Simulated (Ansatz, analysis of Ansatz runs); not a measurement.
# CaLa2S4 (I-42d), nudged elastic band: V_S hop (3.3 Å) (q = +2), part 2 of 2

Wanted: path and barrier of a jump of S in CaLa2S4 (I-42d) at charge +2. The case: V_S hop (3.3 Å), in a cell of 56 host atoms with 1 S taken out.

Ansatz 0.2.0; plane-wave PAW DFT, PBEsol; nudged elastic band between two relaxed defect structures at fixed charge in a uniform background.

So far: The structure; Relaxation of the start point, charge +2; Relaxation of the end point, charge +2.

## 4. Nudged elastic band, charge +2

3 movable images are laid between the ends on a pair-potential path, which keeps atoms from colliding in the first guess. Each image feels the true force across the path and a spring force along it. The highest image is set to climb to the top of the path.

This step: plane-wave PAW DFT, PBEsol; nudged elastic band between two relaxed defect structures at fixed charge in a uniform background.

Input file qp2_c56k1s.neb/input.yaml:

```yaml
crystal:
  lattice:
    - [0.0, 8.54729057, 8.59293812]
    - [8.54729057, 0.0, 8.59293812]
    - [8.54729057, 8.54729057, 0.0]
  atoms:
    - { symbol: Ca, position: [0.00177563, 0.00027865, -0.00087093] }
    - { symbol: Ca, position: [0.24824814, 0.25035875, 0.25179142] }
    - { symbol: Ca, position: [0.50566511, 0.48907389, 0.49224785] }
    - { symbol: Ca, position: [0.75106669, 0.75401694, 0.74895187] }
    - { symbol: Ca, position: [0.1106018, 0.62474641, 0.88626559] }
    - { symbol: Ca, position: [0.37451071, 0.87396971, 0.12691901] }
    - { symbol: Ca, position: [0.6250458, 0.12729881, 0.37487983] }
    - { symbol: Ca, position: [0.87097746, 0.37594538, 0.62498543] }
    - { symbol: La, position: [0.00422477, 0.6209325, 0.24828535] }
    - { symbol: La, position: [0.2465522, 0.87998179, 0.4876469] }
    - { symbol: La, position: [0.50470472, 0.12063396, 0.74728688] }
    - { symbol: La, position: [0.75244346, 0.37321654, 0.99465055] }
    - { symbol: La, position: [0.1266847, 0.25268656, -0.00221345] }
    - { symbol: La, position: [0.37726545, 0.49543709, 0.25248443] }
    - { symbol: La, position: [0.63406396, 0.75762801, 0.49279859] }
    - { symbol: La, position: [0.87767351, 0.99687125, 0.75136851] }
    - { symbol: La, position: [0.12302652, 0.50442492, 0.62641241] }
    - { symbol: La, position: [0.37282025, 0.75587657, 0.88841553] }
    - { symbol: La, position: [0.62253441, -0.00028285, 0.1278113] }
    - { symbol: La, position: [0.87338325, 0.25202632, 0.37743186] }
    - { symbol: La, position: [0.24962024, 0.12429758, 0.622654] }
    - { symbol: La, position: [0.49878097, 0.36174169, 0.88611388] }
    - { symbol: La, position: [0.74794921, 0.62633267, 0.12501314] }
    - { symbol: La, position: [0.99547241, 0.87731094, 0.37363169] }
    - { symbol: S, position: [0.02397483, 0.27715537, 0.7969501] }
    - { symbol: S, position: [0.27588514, 0.52939299, 0.04315389] }
    - { symbol: S, position: [0.52140423, 0.76976265, 0.31106814] }
    - { symbol: S, position: [0.7735936, 0.02657023, 0.55000659] }
    - { symbol: S, position: [0.151846, 0.39875505, 0.42358845] }
    - { symbol: S, position: [0.65094774, 0.8976998, 0.92712562] }
    - { symbol: S, position: [0.90390797, 0.15168076, 0.16949009] }
    - { symbol: S, position: [0.14799031, 0.05149273, 0.27341704] }
    - { symbol: S, position: [0.39877631, 0.29882307, 0.52728703] }
    - { symbol: S, position: [0.62236805, 0.5585777, 0.76379606] }
    - { symbol: S, position: [0.90018367, 0.80253283, 0.02496265] }
    - { symbol: S, position: [0.17655321, 0.87564423, 0.76052415] }
    - { symbol: S, position: [0.39569755, 0.14632319, 0.02872583] }
    - { symbol: S, position: [0.65077874, 0.39833615, 0.27320469] }
    - { symbol: S, position: [0.89655774, 0.65031375, 0.52960162] }
    - { symbol: S, position: [0.17406954, 0.77593908, 0.15124728] }
    - { symbol: S, position: [0.42435407, 0.02361819, 0.39897994] }
    - { symbol: S, position: [0.67339466, 0.27472133, 0.65106436] }
    - { symbol: S, position: [0.92317008, 0.52528771, 0.899491] }
    - { symbol: S, position: [0.0253585, 0.42472583, 0.15115683] }
    - { symbol: S, position: [0.2769539, 0.67430203, 0.39922777] }
    - { symbol: S, position: [0.52595205, 0.92431499, 0.65186428] }
    - { symbol: S, position: [0.77773917, 0.17203223, 0.90164581] }
    - { symbol: S, position: [0.04902793, 0.14991141, 0.52830535] }
    - { symbol: S, position: [0.30677536, 0.42706793, 0.76534869] }
    - { symbol: S, position: [0.55457966, 0.64786514, 0.02616359] }
    - { symbol: S, position: [0.80111866, 0.90280803, 0.27418063] }
    - { symbol: S, position: [0.0256109, 0.77417428, 0.65026879] }
    - { symbol: S, position: [0.27426724, 0.02693377, 0.90098734] }
    - { symbol: S, position: [0.52700756, 0.27078511, 0.15222447] }
    - { symbol: S, position: [0.77443003, 0.52591889, 0.40152983] }
total_charge: 2
basis:
  ecutwfc: 420
  xc_grid: 2
hamiltonian:
  xc: pbesol
kpoints:
  mp_grid: { grid: [1, 1, 1], shift: [0.25, 0.25, 0.25] }
scf:
  occupations: { method: fixed }
  max_iter: 120
output:
  forces: true
neb:
  images: 3
  f_tol: 0.04
  climbing: true
  initial_path: idpp
  max_iterations: 45
  order_check: false
  final_atoms:
    - { symbol: Ca, position: [-0.00099638, 0.00179357, -0.00083345] }
    - { symbol: Ca, position: [0.24717482, 0.24947304, 0.25294061] }
    - { symbol: Ca, position: [0.50298301, 0.49985746, 0.50117409] }
[... 4 atom lines left out ...]
    - { symbol: Ca, position: [0.88830118, 0.36707297, 0.61374096] }
[... 6 atom lines left out ...]
    - { symbol: La, position: [0.62904709, 0.7615866, 0.4856273] }
[... 2 atom lines left out ...]
    - { symbol: La, position: [0.35758969, 0.76351233, 0.88025574] }
[... 3 atom lines left out ...]
    - { symbol: La, position: [0.49081219, 0.36905195, 0.88237292] }
[... 3 atom lines left out ...]
    - { symbol: S, position: [0.27270099, 0.52771709, 0.04866695] }
[... 7 atom lines left out ...]
    - { symbol: S, position: [0.43091343, 0.63886373, 0.68279936] }
[... 1 atom line left out ...]
    - { symbol: S, position: [0.14634576, 0.90201326, 0.77277652] }
[... 5 atom lines left out ...]
    - { symbol: S, position: [0.67402525, 0.27632576, 0.65089707] }
[... 3 atom lines left out ...]
    - { symbol: S, position: [0.52718718, 0.91860711, 0.6531669] }
[... 2 atom lines left out ...]
    - { symbol: S, position: [0.29939012, 0.40502356, 0.7744061] }
[... 5 atom lines left out ...]
    - { symbol: S, position: [0.77623044, 0.52590276, 0.39998357] }
```

The run is started by

```
$ ansatz run input.yaml --threads 32 --pin off --max-ram 84787MiB --backend cuda --events-out ev --progress --plain --runs-dir out --max-vram 78GiB
```

Numbers of over 12 decimals in the logs are rounded to 6 here.

The program printed:

```text
[...]
Warning: neb: disabling space-group detection — the band's intermediate images generally break the endpoint symmetry, so the full k-mesh is solved, and no spatial operation symmetrises the density, except that a semilocal band can use its path's symmetry [...]
[...]
parallel-image band execution: 3 concurrent image workers
NEB image 0
[...]
Crystal: 55 atoms, lattice volume = 1255.534 Å³
Basis set: ecut = 420 eV, 24517 PW (Γ), exchange–correlation on 180×180×162 points (8 copies of the dense FFT grid, shifted against one another)
Bands: 275, of which v1, the nominal top of the filled ones, is band 220 counted from 1 (219 counted from 0)
Symmetry: 1 space group operations
k-points: 1
[...]
SCF iter   1: F=—  HF=-140504.316193 eV  |F-HF|=—  |Δ(HF+E_count)|=         —  Δρ=5.84e-3  dr2=6.93e-1  ethr=1.77e-3  ⟨swp⟩=6.0  Hψ=899  notcnv=0  defer=50
[...]
SCF iter   2: F=—  HF=-140504.171677 eV  |F-HF|=—  |Δ(HF+E_count)|=   1.45e-1  Δρ=2.13e-3  dr2=7.15e-2  ethr=1.58e-4  ⟨swp⟩=3.0  Hψ=394  notcnv=0  defer=53
[...]
SCF iter   9: F=-140504.165993 eV  HF=-140504.165993 eV  |F-HF|=5.01e-9  |Δ(HF+E_count)|=   4.60e-8  Δρ=7.74e-7  dr2=1.55e-8  ethr=2.27e-11  ⟨swp⟩=4.0  Hψ=931  notcnv=0
SCF 1 converged in 9 iterations: F = -140504.165993 eV  dr2 = 1.55e-8
[...]
NSCF: frozen V_eff on 1 k-points
NEB image 4
[...]
SCF 2 converged in 9 iterations: F = -140504.172943 eV  dr2 = 1.56e-8
[...]
NEB end point (image 0): max|allowed force component| = 1.939e-2 eV/Å (the criterion of neb.relax_end_points is 1.000e-2)
[...]
SCF 3 converged in 9 iterations: F = -140503.872080 eV  dr2 = 1.02e-8
[...]
SCF 4 converged in 8 iterations: F = -140503.613293 eV  dr2 = 5.63e-8
[...]
SCF 5 converged in 9 iterations: F = -140503.876877 eV  dr2 = 9.55e-9
[...]
SCF 6 converged in 8 iterations: F = -140503.748371 eV  dr2 = 4.03e-8
[...]
SCF 7 converged in 8 iterations: F = -140503.399740 eV  dr2 = 5.76e-8
[...]
SCF 8 converged in 8 iterations: F = -140503.757220 eV  dr2 = 4.63e-8
[...]
SCF 9 converged in 8 iterations: F = -140503.968308 eV  dr2 = 1.77e-8
[...]
SCF 10 converged in 8 iterations: F = -140503.779779 eV  dr2 = 2.15e-8
[...]
SCF 11 converged in 8 iterations: F = -140503.969780 eV  dr2 = 1.84e-8
[...]
SCF 12 converged in 6 iterations: F = -140503.969002 eV  dr2 = 2.28e-8
[...]
SCF 13 converged in 6 iterations: F = -140503.783669 eV  dr2 = 2.82e-8
[...]
SCF 14 converged in 6 iterations: F = -140503.970954 eV  dr2 = 1.97e-8
[...]
SCF 15 converged in 5 iterations: F = -140503.784787 eV  dr2 = 2.57e-8
[...]
SCF converged after 5 iterations
[...]
4    2.7372     -0.006950                                 —
  climbing-image geometry (image 2):
  cell:  # Å, volume = 1255.5344 Å³
    - [0.0, 8.54729057, 8.59293812]
    - [8.54729057, 0.0, 8.59293812]
    - [8.54729057, 8.54729057, 0.0]
  atoms:
    - { symbol: Ca, position: [0.002616, 0.000176, -0.002402] }
    - { symbol: Ca, position: [0.245182, 0.251660, 0.253605] }
    - { symbol: Ca, position: [0.507278, 0.494518, 0.501348] }
    - { symbol: Ca, position: [0.753654, 0.761041, 0.747607] }
    - { symbol: Ca, position: [0.112368, 0.622662, 0.885988] }
    - { symbol: Ca, position: [0.373948, 0.872866, 0.125144] }
    - { symbol: Ca, position: [0.624206, 0.128052, 0.376925] }
    - { symbol: Ca, position: [0.872103, 0.376077, 0.619507] }
    - { symbol: La, position: [0.004179, 0.621645, 0.246704] }
    - { symbol: La, position: [0.249116, 0.878700, 0.489388] }
    - { symbol: La, position: [0.503205, 0.121873, 0.746414] }
    - { symbol: La, position: [0.758226, 0.364290, 1.004015] }
    - { symbol: La, position: [0.128375, 0.250987, -0.001280] }
    - { symbol: La, position: [0.377703, 0.497084, 0.251424] }
    - { symbol: La, position: [0.633503, 0.768932, 0.479462] }
    - { symbol: La, position: [0.877647, 0.998687, 0.750507] }
    - { symbol: La, position: [0.121868, 0.503368, 0.627892] }
    - { symbol: La, position: [0.367022, 0.757950, 0.882607] }
    - { symbol: La, position: [0.623852, 0.001202, 0.125473] }
    - { symbol: La, position: [0.872139, 0.253053, 0.377370] }
    - { symbol: La, position: [0.249006, 0.126848, 0.622014] }
    - { symbol: La, position: [0.493391, 0.355385, 0.893662] }
    - { symbol: La, position: [0.748193, 0.626252, 0.123197] }
    - { symbol: La, position: [0.996857, 0.874295, 0.375761] }
    - { symbol: S, position: [0.022287, 0.277429, 0.797469] }
    - { symbol: S, position: [0.272531, 0.527106, 0.048966] }
    - { symbol: S, position: [0.521349, 0.774350, 0.303380] }
    - { symbol: S, position: [0.775144, 0.026083, 0.549191] }
    - { symbol: S, position: [0.150172, 0.401561, 0.424764] }
    - { symbol: S, position: [0.649884, 0.898431, 0.927132] }
    - { symbol: S, position: [0.903802, 0.151341, 0.173061] }
    - { symbol: S, position: [0.147141, 0.048325, 0.276785] }
    - { symbol: S, position: [0.398872, 0.300195, 0.526567] }
    - { symbol: S, position: [0.534085, 0.591517, 0.715885] }
    - { symbol: S, position: [0.899309, 0.802738, 0.023660] }
    - { symbol: S, position: [0.163141, 0.886210, 0.764145] }
    - { symbol: S, position: [0.393600, 0.140476, 0.033133] }
    - { symbol: S, position: [0.647748, 0.401787, 0.276568] }
    - { symbol: S, position: [0.884694, 0.647643, 0.541039] }
    - { symbol: S, position: [0.175286, 0.775167, 0.152198] }
    - { symbol: S, position: [0.423164, 0.028066, 0.396195] }
    - { symbol: S, position: [0.674969, 0.271103, 0.653212] }
    - { symbol: S, position: [0.923916, 0.525074, 0.899164] }
    - { symbol: S, position: [0.025282, 0.424633, 0.150217] }
    - { symbol: S, position: [0.278678, 0.673068, 0.401264] }
    - { symbol: S, position: [0.526726, 0.924874, 0.650619] }
    - { symbol: S, position: [0.776239, 0.178995, 0.898699] }
    - { symbol: S, position: [0.049531, 0.151958, 0.526033] }
    - { symbol: S, position: [0.302468, 0.416807, 0.771554] }
    - { symbol: S, position: [0.562147, 0.639014, 0.010195] }
    - { symbol: S, position: [0.808511, 0.908658, 0.264278] }
    - { symbol: S, position: [0.027246, 0.773923, 0.650415] }
    - { symbol: S, position: [0.273018, 0.027058, 0.900074] }
    - { symbol: S, position: [0.527959, 0.271056, 0.153362] }
    - { symbol: S, position: [0.776539, 0.527578, 0.396295] }
```

Run time: 9.2 s. Hardware: 1 × NVIDIA GB200 with 32 threads of Arm Neoverse V2, shared host; peak memory 2.4 GiB.

The path, image by image:

```csv
image,path (Å),energy (eV),"S34: x, y, z (Å)"
0,0.000,0.0000,"11.303, 11.848, 10.148"
1,0.684,0.1970,"11.210, 11.284, 9.929"
2,1.368,0.3812,"11.175, 10.684, 9.672"
3,2.053,0.1950,"11.206, 10.083, 9.414"
4,2.737,-0.0070,"11.297, 9.519, 9.193"
```

This step gave:

| Quantity | Value |
| --- | --- |
| free energy | -140503.7848 eV |
| barrier forward | 0.3812 eV |
| barrier backward | 0.3882 eV |
| end less start | -0.006950 eV |
| hop length | 2.517 Å |

Track of the atom that was set to move:

```csv
image,x (Å),y (Å),z (Å),nearest neighbour,distance (Å)
0,11.3,11.85,10.15,La,2.826
1,11.21,11.28,9.929,La,2.725
2,11.18,10.68,9.672,La,2.698
3,11.21,10.08,9.414,La,2.725
4,11.3,9.519,9.193,La,2.83
```

The band met its tolerance of 0.04 eV/Å after 5 iterations, with image 2 on top (the start counts as 0). S34, which moves farthest between the ends, has 4 La at 2.83 to 3.15 Å and 1 Ca at 2.96 Å nearest at the start and 3 La at 2.70 to 2.85 Å at the top.

## 5. What came out

| Item | Value |
| --- | --- |
| barrier forward | 0.38 eV |
| barrier backward | 0.39 eV |
| end less start | -0.01 eV |
| hop length | 2.52 Å |
| band iterations, as the log counts them | 5 |

What this shows: The top of the band lies 0.38 eV above the start and 0.39 eV above the end. With an assumed prefactor of 1e13 per second it gives one hop a second along this one path at about 150 K; whether such hops link up through the crystal wasn't checked. At the top S34 stands 2.70 Å from its nearest La, 0.13 Å closer than at the start. The order of the top as a saddle was not checked for all atoms, so a bent path could be lower. No image-charge correction is applied; it largely cancels along a path if the charge stays localised alike. Keep in mind: one k-point off the zone centre stands for the whole zone; spin–orbit coupling, which can matter with heavy atoms, is left out.

[Logs are printed without paths, hosts, clocks, repeated set-up lines and the standing remarks that a program may print on its own settings, such as how far it seeks lower states.]

[Hosts, paths, dates, database ids (printed as entryN), source tags and the programs' standing remarks are cut or masked in the printed files.]
